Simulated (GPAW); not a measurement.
## A GW chain in GPAW: WS2 (Tungstenite)

How does a plane-wave GW calculation on WS2 (Tungstenite) run from the first input to the gap?

Method: LDA and many-body steps on it, plane waves, in GPAW 26.7.0.

Most raw output is cut from this account.

## (1) The starting structure

The structure is trigonal, space group R3m (No. 160). The conventional cell has a = 3.158 Å, b = 3.158 Å, c = 18.490 Å, α = 90.00°, β = 90.00°, γ = 120.00°. Nearest to W lie 6 S at 2.39 to 2.42 Å. Nearest to S lie 3 W at 2.39 Å. Nearest to S lie 3 W at 2.42 Å. Farther neighbours and most contacts between anions are not listed.

The cell and positions come from the Crystallography Open Database and are kept as given unless a step says otherwise. Spin-orbit coupling is left out unless a step names it.

## (2) Ground state

This step: GPAW 26.7.0; DFT, LDA, plane waves, PAW.

The ground-state density comes first.

Input file run.py:

```python
import json
import numpy as np
from gpaw.mpi import world
from ase import Atoms
from gpaw import GPAW, PW, FermiDirac

atoms = Atoms(['W', 'S', 'S'],
    cell=[[1.5790000000, 0.9116360751, 6.1633333333],
      [-1.5790000000, 0.9116360751, 6.1633333333],
      [0.0000000000, -1.8232721501, 6.1633333333]],
    scaled_positions=[[0.0000000000, 0.0000000000, 0.0000000000],
      [0.2497000000, 0.2497000000, 0.2497000000],
      [0.4190000000, 0.4190000000, 0.4190000000]],
    pbc=(True, True, True))
calc = GPAW(mode=PW(450),
    xc='LDA',
    kpts={'size': (8, 8, 8), 'gamma': True},
    occupations=FermiDirac(0.001),
    nbands=-7,
    convergence={'density': 1e-6, 'bands': -3},
    maxiter=100,
    txt='gs.txt')
atoms.calc = calc
res = {'energy': atoms.get_potential_energy()}
kpts = calc.get_ibz_k_points()
res['kpts'] = kpts
res['eigenvalues'] = [calc.get_eigenvalues(kpt=k) for k in range(len(kpts))]
res['n_electrons'] = calc.get_number_of_electrons()
calc.write('gs.gpw')

if world.rank == 0:
    with open('result.json', 'w') as f:
        json.dump(res, f, default=lambda x: x.tolist())
```

The run is started by

```sh
$ mpirun -n 4 gpaw python run.py
```

Wall time 19 s (4 MPI ranks of Arm Neoverse V1, shared host); peak memory 0.85 GiB.

Numbers from this step:

```yaml
total_energy: -24.92 eV
gap: 1.089 eV
k_of_the_valence_top: 0.5, 0.5, 0.5
k_of_the_conduction_bottom: 0.25, 0, -0.125
least_direct_gap: 2.276 eV
```

The gap is indirect, with the least direct gap 1.19 eV higher.

## (3) Bands along the symmetry lines

Levels along a band path, at the cheap level, show where the edges lie and whether the meshes to come will hold them.

Input file run.py:

```python
import json
import numpy as np
from gpaw.mpi import world
from gpaw import GPAW

path = [[0.000000, 0.000000, 0.000000],
    [-0.062500, -0.062500, -0.062500],
    [-0.125000, -0.125000, -0.125000],
    [-0.187500, -0.187500, -0.187500],
    [-0.250000, -0.250000, -0.250000],
    [-0.312500, -0.312500, -0.312500],
    [-0.375000, -0.375000, -0.375000],
    [-0.437500, -0.437500, -0.437500],
    [-0.500000, -0.500000, -0.500000],
    [-0.500000, -0.460157, -0.539843],
    [-0.500000, -0.420313, -0.579687],
    [-0.500000, -0.380470, -0.619530],
    [-0.500000, -0.340626, -0.659374],
    [-0.500000, -0.300783, -0.699217],
    [-0.500000, -0.260939, -0.739061],
    [-0.500000, -0.221096, -0.778904],
    [-0.500000, -0.181252, -0.818748],
    [-0.181252, 0.181252, -0.500000],
    [-0.158596, 0.158596, -0.500000],
    [-0.135939, 0.135939, -0.500000],
    [-0.113283, 0.113283, -0.500000],
    [-0.090626, 0.090626, -0.500000],
    [-0.067970, 0.067970, -0.500000],
    [-0.045313, 0.045313, -0.500000],
    [-0.022657, 0.022657, -0.500000],
    [0.000000, 0.000000, -0.500000],
    [0.000000, 0.000000, -0.437500],
    [0.000000, 0.000000, -0.375000],
    [0.000000, 0.000000, -0.312500],
    [0.000000, 0.000000, -0.250000],
    [0.000000, 0.000000, -0.187500],
    [0.000000, 0.000000, -0.125000],
    [0.000000, 0.000000, -0.062500],
    [0.000000, 0.000000, 0.000000],
    [0.000000, 0.042578, -0.042578],
    [0.000000, 0.085157, -0.085157],
    [0.000000, 0.127735, -0.127735],
    [0.000000, 0.170313, -0.170313],
    [0.000000, 0.212891, -0.212891],
    [0.000000, 0.255470, -0.255470],
    [0.000000, 0.298048, -0.298048],
    [0.000000, 0.340626, -0.340626],
    [-0.340626, 0.000000, -0.659374],
    [-0.360548, 0.000000, -0.639452],
    [-0.380470, 0.000000, -0.619530],
    [-0.400391, 0.000000, -0.599609],
    [-0.420313, 0.000000, -0.579687],
    [-0.440235, 0.000000, -0.559765],
    [-0.460157, 0.000000, -0.539843],
    [-0.480078, 0.000000, -0.519922],
    [-0.500000, 0.000000, -0.500000],
    [-0.437500, 0.000000, -0.437500],
    [-0.375000, 0.000000, -0.375000],
    [-0.312500, 0.000000, -0.312500],
    [-0.250000, 0.000000, -0.250000],
    [-0.187500, 0.000000, -0.187500],
    [-0.125000, 0.000000, -0.125000],
    [-0.062500, 0.000000, -0.062500],
    [0.000000, 0.000000, 0.000000]]
calc = GPAW('gs.gpw').fixed_density(kpts=path,
    symmetry='off',
    nbands=23,
    convergence={'bands': 19},
    txt='bands.txt')
res = {}
kpts = calc.get_ibz_k_points()
res['kpts'] = kpts
res['eigenvalues'] = [calc.get_eigenvalues(kpt=k) for k in range(len(kpts))]
res['n_electrons'] = calc.get_number_of_electrons()

if world.rank == 0:
    with open('result.json', 'w') as f:
        json.dump(res, f, default=lambda x: x.tolist())
```

The run is started by

```sh
$ mpirun -n 4 gpaw python run.py
```

Run time: 15 s. Hardware: 4 MPI ranks; peak memory 0.87 GiB; 59 s of CPU time.

Numbers from this step:

```yaml
gap: 0.9355 eV
k_of_the_valence_top: -0.5, -0.5, -0.5
k_of_the_conduction_bottom: 0, 0.1703, -0.1703
least_direct_gap: 1.888 eV
```

The gap is 0.935 eV, −0.154 eV from the run before at this level.

The electronic bands at the labelled points (eV, zero at the top of the highest filled band):

```tsv
point	band 10	band 11	band 12	band 13	band 14	band 15	band 16	band 17
Γ	-2.30	-2.30	-1.55	-1.25	2.16	2.16	2.53	2.53
halfway	-2.94	-2.28	-2.28	-0.33	2.20	2.20	2.46	2.46
T	-3.57	-2.27	-2.27	0.00	2.28	2.28	2.36	2.36
halfway	-4.21	-2.97	-2.19	-1.55	1.58	2.12	2.49	3.92
H2	-4.61	-4.06	-3.00	-0.73	1.21	2.46	3.49	4.78
jump to H0	-4.61	-4.06	-3.00	-0.73	1.21	2.46	3.49	4.78
halfway	-4.07	-3.49	-2.75	-1.16	1.79	2.71	2.93	4.30
L	-4.16	-2.55	-1.80	-1.73	2.24	2.53	3.54	3.83
halfway	-3.42	-2.63	-1.91	-1.62	1.29	1.99	2.81	3.35
Γ	-2.30	-2.30	-1.55	-1.25	2.16	2.16	2.53	2.53
halfway	-3.94	-2.94	-1.78	-1.57	0.94	2.11	2.59	4.01
S0	-4.63	-3.99	-3.05	-0.71	1.18	2.47	3.44	4.83
jump to S2	-4.63	-3.99	-3.05	-0.71	1.18	2.47	3.44	4.83
halfway	-4.26	-3.55	-2.98	-1.08	1.95	2.88	3.35	3.86
F	-4.08	-3.17	-2.00	-1.54	2.19	2.64	3.13	4.34
halfway	-3.38	-2.68	-2.24	-1.50	1.45	1.83	2.80	3.53
Γ	-2.30	-2.30	-1.55	-1.25	2.16	2.16	2.53	2.53
```

## (4) Empty states on the mesh, 6×6×6 mesh, 254 bands

The sums over transitions need many empty states on a uniform mesh; this step solves for them.

Input file run.py:

```python
import json
import numpy as np
from gpaw.mpi import world
from gpaw import GPAW

calc = GPAW('gs.gpw').fixed_density(kpts={'size': (6, 6, 6), 'gamma': True},
    parallel={'domain': 1, 'band': 1},
    txt='nscf.txt')
calc.diagonalize_full_hamiltonian(nbands=254)
calc.write('full.gpw', mode='all')
res = {}
kpts = calc.get_ibz_k_points()
res['kpts'] = kpts
res['eigenvalues'] = [calc.get_eigenvalues(kpt=k) for k in range(len(kpts))]
res['n_electrons'] = calc.get_number_of_electrons()

if world.rank == 0:
    with open('result.json', 'w') as f:
        json.dump(res, f, default=lambda x: x.tolist())
```

The run is started by

```sh
$ mpirun -n 4 gpaw python run.py
```

The job ended after 28 s (4 MPI ranks; peak memory 1.5 GiB).

Numbers from this step:

```
gap                                                           : 0.9419 eV
k of the valence top                                          : 0.5, 0.5, 0.5
k of the conduction bottom                                    : 0.1667, 0, -0.1667
least direct gap                                              : 1.879 eV
k points computed                                             : 32
lowest point of the top converged band, above the valence top : 144.9260 eV
```

On this mesh the gap is 0.942 eV.

## (5) Screening and self-energy, 6×6×6 mesh, 113 bands, screening to 96 eV

G0W0 replaces the xc potential by the self-energy, built once from these orbitals. Only a window of levels is corrected, while the sums run over the empty bands that the input names.

This step: G0W0 on LDA, plane waves, PAW.

Input file run.py:

```python
import json
import numpy as np
from gpaw.mpi import world
from gpaw.response.g0w0 import G0W0

gw = G0W0('full.gpw',
    filename='gw',
    kpts=[0, 1, 20, 31],
    bands=(11, 15),
    ecut=96,
    nbands=113,
    integrate_gamma='WS',
    ppa=True)
gw.calculate()
res = {mode: {k: v for k, v in r.items() if k != 'sigma_eskwn'}
       for mode, r in gw.all_results.items()}

if world.rank == 0:
    with open('result.json', 'w') as f:
        json.dump(res, f, default=lambda x: x.tolist())
```

The run is started by

```sh
$ mpirun -n 4 gpaw python run.py
```

Wall time 11 min (4 MPI ranks); peak memory 2.8 GiB.

This step gave:

```
G0W0 gap on the mesh                         : 1.358 eV
least direct G0W0 gap on the computed points : 2.520 eV
Z at the valence top                         : 0.7904
Z at the conduction bottom                   : 0.7989
starting gap on the mesh                     : 0.9419 eV
k of the valence top                         : 0.5, 0.5, 0.5
k of the conduction bottom                   : 0.1667, 0, -0.1667
```

The gap on the mesh goes from 0.94 eV to 1.36 eV, a correction of +0.42 eV. The start differs from the 1.09 eV found before because the two sample other k points.

Limits: finite bands, cutoff and mesh; no spin-orbit coupling. v1 is the top filled band, c1 the lowest empty one. Levels before and after the correction, in eV, zero at the valence-band top of each column:

```tsv
	conduction bottom	valence top
Kohn-Sham	0.94	0.00
G0W0	1.36	0.00
```

```tsv
	level	energy (eV)
Kohn-Sham	(0.167 0 -0.167) v2	-1.748
Kohn-Sham	(0.167 0 -0.167) v1	-1.572
Kohn-Sham	(0.167 0 -0.167) c1	0.942
Kohn-Sham	(0.167 0 -0.167) c2	2.088
Kohn-Sham	(0.5 0.5 0.5) v2	-2.267
Kohn-Sham	(0.5 0.5 0.5) v1	0.000
Kohn-Sham	(0.5 0.5 0.5) c1-c2	2.276
G0W0	(0.167 0 -0.167) v2	-2.201
G0W0	(0.167 0 -0.167) v1	-1.660
G0W0	(0.167 0 -0.167) c1	1.358
G0W0	(0.167 0 -0.167) c2	2.739
G0W0	(0.5 0.5 0.5) v2	-2.416
G0W0	(0.5 0.5 0.5) v1	0.000
G0W0	(0.5 0.5 0.5) c1-c2	2.823
```

## (6) Where the time went

Times are wall times on 4 MPI ranks of Arm Neoverse V1, shared host, good to a factor of about two.

```tsv
step	time	share	memory (GiB)
ground state	19 s	3 %	0.85
bands along the symmetry lines	15 s	2 %	0.87
empty states on the mesh	28 s	4 %	1.5
screening and self-energy	11 min	91 %	2.8
```

## (7) What came out

| Item | Value |
| --- | --- |
| LDA gap | 0.94 eV, indirect |
| G0W0 gap on the mesh | 1.36 eV |
| GW settings | 6×6×6 mesh, 113 bands, screening to 96 eV, Godby-Needs plasmon pole |
| known limits | not at the basis limit; no spin-orbit coupling |

In words: G0W0 moves the gap on the mesh from 0.94 eV to 1.36 eV (+0.42 eV), with Z of 0.79 and 0.80 at the edges. The dearest step here is «screening and self-energy». Bands and cutoff are finite, so the gap is not at the basis limit. The miss can reach some tenths of an eV and take either sign; the mesh is an error of its own. These stock PAW sets were not made for GW; the filled d or f shell of W lies in the frozen core, which bears on start and correction. The many-body steps are scalar-relativistic: spin-orbit coupling is not in them.

[Paths, hosts, dates, memory and timing lines, banners, echoed tables and standing remarks are left out of the program output.]

[Logs are printed without paths, hosts, clocks, repeated set-up lines and the standing remarks that a program may print on its own settings, such as how far it seeks lower states.]

[Runs of the session that timed out or met a known fault of the program may be left out.]

[Hosts, paths, dates, database ids (printed as entryN), source tags and the programs' standing remarks are cut or masked in the printed files.]
